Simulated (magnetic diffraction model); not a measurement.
# Which magnetic order? K3Co2Br2F5

Space group I4/mmm (no. 139), a = 4.3880 Å, c = 22.2550 Å.

```csv
site,atom,x,y,z
4e,Br,0,0,0.1941
4e,Co,1/2,1/2,0.4062
4e,K,0,0,0.3178
2b,K,1/2,1/2,0
8g,F,0,1/2,0.0944
2a,F,0,0,0
```

The compound is invented for this exercise: a known structure type with other elements, its cell scaled to their sizes and not relaxed.

Only Co is taken to order (form factors of Co2+); orders and moment sizes are assumed, and not adapted to the symmetry. Radiation: neutrons of λ = 2.41 Å, 8° to 95°; isotropic B of 0.44 Å² (Br), 0.48 Å² (Co), 0.61 Å² (K) and 0.96 Å² (F). The intensities are simulated: I ∝ L Σ (|F_N|² + |F_M⊥|²) for unpolarised neutrons, with F_M = 2.695 fm/μB × Σ f(s) S exp(2πi Q·r) exp(−B s²) at Q = H ± k (one set where k and −k are equivalent), only the part normal to Q counting and L = 1/(sin²θ cos θ). For collinear order S is the moment m, which repeats by lattice and centring translations R with the sign exp(−2πi k·R). Form factors are spin-only for 3d ions and dipole or tabulated for f ions, scattering lengths are Sears's of 1992, and absorption is left out. A label names one of the reflections at its angle. The strongest nuclear line in the range is 100, and lines under 0.2 are left out.

Above the ordering temperature:

```
2θ (°)     index      I
 12.43   (0 0 2)    6.9
 25.02   (0 0 4)    7.3
 32.51   (1 0 1)   12.7
 37.21   (1 0 3)    2.4
 37.91   (0 0 6)    0.3
 45.37   (1 0 5)    2.0
 45.70   (1 1 0)    9.2
 47.55   (1 1 2)   16.3
 51.34   (0 0 8)    2.3
 52.80   (1 1 4)   46.3
 55.81   (1 0 7)    5.5
 60.84   (1 1 6)  100.0
 65.56  (0 0 10)   39.4
 66.63   (2 0 0)   99.0
 68.02   (1 0 9)    4.8
 68.08   (2 0 2)    1.0
 71.15   (1 1 8)    7.3
 72.37   (2 0 4)    4.3
 76.11   (2 1 1)    5.9
 78.87   (2 1 3)    1.6
 79.30   (2 0 6)    0.3
 81.04  (0 0 12)    6.5
```
(The table stops after 22 lines; 5 more lie at higher angle.)

Below it (cell unchanged):

| 2θ (°) | I |
| --- | --- |
| 12.43 | 6.9 |
| 18.70 | 0.8 |
| 25.02 | 7.3 |
| 32.51 | 12.7 |
| 34.34 | 16.4 |
| 37.21 | 2.4 |
| 37.91 | 0.3 |
| 40.94 | 4.5 |
| 45.37 | 2.0 |
| 45.70 | 9.2 |
| 46.17 | 3.2 |
| 47.55 | 16.3 |
| 49.79 | 7.1 |
| 50.35 | 0.5 |
| 51.34 | 2.3 |
| 52.80 | 46.3 |
| 55.81 | 5.5 |
| 60.84 | 100.0 |
| 61.71 | 1.5 |
| 65.56 | 39.4 |
| 65.73 | 1.5 |
| 66.63 | 99.0 |
| 66.99 | 1.1 |
| 68.02 | 4.8 |
| 68.08 | 1.0 |
| 69.88 | 3.0 |
| 71.15 | 7.3 |
| 72.37 | 4.3 |
| 76.11 | 5.9 |
| 77.09 | 0.7 |
| 77.15 | 4.1 |
| 78.87 | 1.6 |
| 79.30 | 0.3 |
| 81.04 | 6.5 |
| 81.25 | 1.9 |
| 81.97 | 3.3 |
(The table stops after 36 lines; 7 more lie at higher angle.)

**Question.** Find the propagation vector, then choose among these models:
A. collinear moments along [101], 2.3 μB on Co; signs + at (1/2, 1/2, 0.4062), + at (0, 0, 0.0938)
B. collinear moments along [010], 2.3 μB on Co; signs + at (1/2, 1/2, 0.4062), + at (0, 0, 0.0938)
C. collinear moments along [101], 2.3 μB on Co; signs + at (1/2, 1/2, 0.4062), − at (0, 0, 0.0938)
D. collinear moments along [010], 2.3 μB on Co; signs + at (1/2, 1/2, 0.4062), − at (0, 0, 0.0938)

The new lines index as (0 0 3) at 18.70°, (1 0 2) at 34.34°, (1 0 4) at 40.94° and (1 1 1) at 46.17°, that is as H ± k with k = (0 1 0). The indices are whole but break the lattice centring, so the moments reverse under a centring translation, those with k·t a half-integer. Below the range, at 6.21°, lies the magnetic line (0 0 1) with 2.

Magnetic intensity, observed (below minus above) and for each model:

| 2θ (°) | index | observed | A | B | C | D |
| --- | --- | --- | --- | --- | --- | --- |
| 18.70 | (0 0 3) | 0.8 | 0.8 | 20.9 | <0.2 | 0.8 |
| 31.41 | (0 0 5) | <0.2 | <0.2 | 0.3 | 0.2 | 6.7 |
| 31.88 | (1 0 0) | <0.2 | <0.2 | <0.2 | 13.1 | 6.7 |
| 34.34 | (1 0 2) | 16.4 | 16.4 | 10.9 | 2.8 | 1.9 |
| 46.17 | (1 1 1) | 3.2 | 3.2 | 1.7 | 7.2 | 3.8 |
| 49.79 | (1 1 3) | 7.1 | 7.1 | 4.9 | 0.3 | <0.2 |
| 50.35 | (1 0 6) | 0.5 | 0.5 | 1.0 | 3.1 | 5.8 |
| 61.71 | (1 0 8) | 1.5 | 1.5 | 4.2 | <0.2 | <0.2 |

Model A matches.

The structure used: k = (0 1 0), collinear moments along [101], 2.3 μB on Co; signs + at (1/2, 1/2, 0.4062), + at (0, 0, 0.0938).

[Logs are printed without paths, hosts, clocks, repeated set-up lines and the standing remarks that a program may print on its own settings, such as how far it seeks lower states.]
